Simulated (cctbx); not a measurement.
# Reading a Patterson map

Space group P-62c (no. 190), a = 7.5560 Å, b = 7.5560 Å, c = 9.2250 Å, α = 90.00°, β = 90.00°, γ = 120.00°, content Pb10 Lu6.

The data are simulated with cctbx, not measured: synchrotron X-rays, λ = 0.4959 Å, to d = 0.6 Å, 80 % of the full sphere, strongest reflection 5000 counts, noise from counting, a 3 % proportional error and a noise floor of 2 counts (s.d.); no absorption.

Patterson synthesis from sharpened amplitudes, origin scaled to 1000:

```text
Patterson group P 6/m m m
      u       v       w   height  length (A)
  0.000   0.000   0.000   1000.0     0.00
  0.333   0.667   0.500    690.8     6.35
  0.000   0.000   0.500    461.9     4.61
  0.333   0.667   0.000    446.5     4.36
  0.000   0.335   0.250    232.8     3.43
  0.269   0.539   0.000    142.1     4.84
  0.060   0.393   0.000    135.4     2.77
  0.000   0.273   0.500    135.3     5.05
  0.000   0.389   0.250    132.7     3.74
  0.056   0.333   0.250    129.9     3.28
  0.065   0.130   0.500     93.5     4.69
  0.205   0.603   0.500     90.2     6.11
  0.065   0.392   0.500     70.6     5.37
  0.000   0.000   0.082     40.9     0.76
```

**Question.** Which atom pairs make the peaks, and where is the heaviest atom?

A peak at u stands for all pairs with xi − xj = u, with weight Σ ZiZj against Σ Z² = 97486 at the origin. Peak heights follow these weights only roughly, since form factors, motion and series ripples differ, all vectors within 0.55 Å of a peak are counted as merged into it though the farther ones add only part of their weight, and F(000) is left out, which lowers the whole map:

| u | v | w | shortest length (Å) | height | 1000 ΣZiZj/ΣZ² | pairs in the cell |
| --- | --- | --- | --- | --- | --- | --- |
| 0.333 | 0.667 | 0.500 | 6.35 | 691 | 724 | 6 × Pb–Pb, 6 × Lu–Lu |
| 0.000 | 0.000 | 0.500 | 4.61 | 462 | 448 | 6 × Lu–Lu, 2 × Pb–Pb |
| 0.333 | 0.667 | 0.000 | 4.36 | 446 | 448 | 6 × Lu–Lu, 2 × Pb–Pb |
| 0.000 | 0.335 | 0.250 | 3.42 | 233 | 597 | 10 × Pb–Lu |
| 0.269 | 0.539 | 0.000 | 3.53 | 142 | 138 | 2 × Pb–Pb |
| 0.060 | 0.393 | 0.000 | 2.77 | 135 | 138 | 2 × Pb–Pb |
| 0.000 | 0.273 | 0.500 | 5.05 | 135 | 138 | 2 × Pb–Pb |
| 0.000 | 0.389 | 0.250 | 3.74 | 133 | 358 | 6 × Pb–Lu |
| 0.056 | 0.333 | 0.250 | 3.28 | 130 | 358 | 6 × Pb–Lu |
| 0.065 | 0.130 | 0.500 | 4.69 | 94 | 69 | 1 × Pb–Pb |

The table stops at ten peaks or at a height of 45, below which ripples compete. In the model behind the data Pb, the heaviest element, has 3 independent sites: (0, 0, 3/4), (2/3, 1/3, 3/4) and (0.0662, 0.6745, 3/4), up to an allowed shift of origin; the Pb–Pb vectors are differences of these positions and their symmetry mates. Elements of similar Z can't be told apart from the map alone. The whole model:

```csv
atom,mult.,x,y,z,Ueq (Å²)
Pb1,2,0,0,3/4,0.0028
Pb2,2,2/3,1/3,3/4,0.0026
Pb3,6,0.0662,0.6745,3/4,0.0032
Lu1,6,0,0.3278,1/2,0.0025
```

The model was made for the exercise: a known structure type with other elements put in, its volume estimated, not relaxed; displacement parameters are assumed.

[Logs are printed without paths, hosts, clocks, repeated set-up lines and the standing remarks that a program may print on its own settings, such as how far it seeks lower states.]
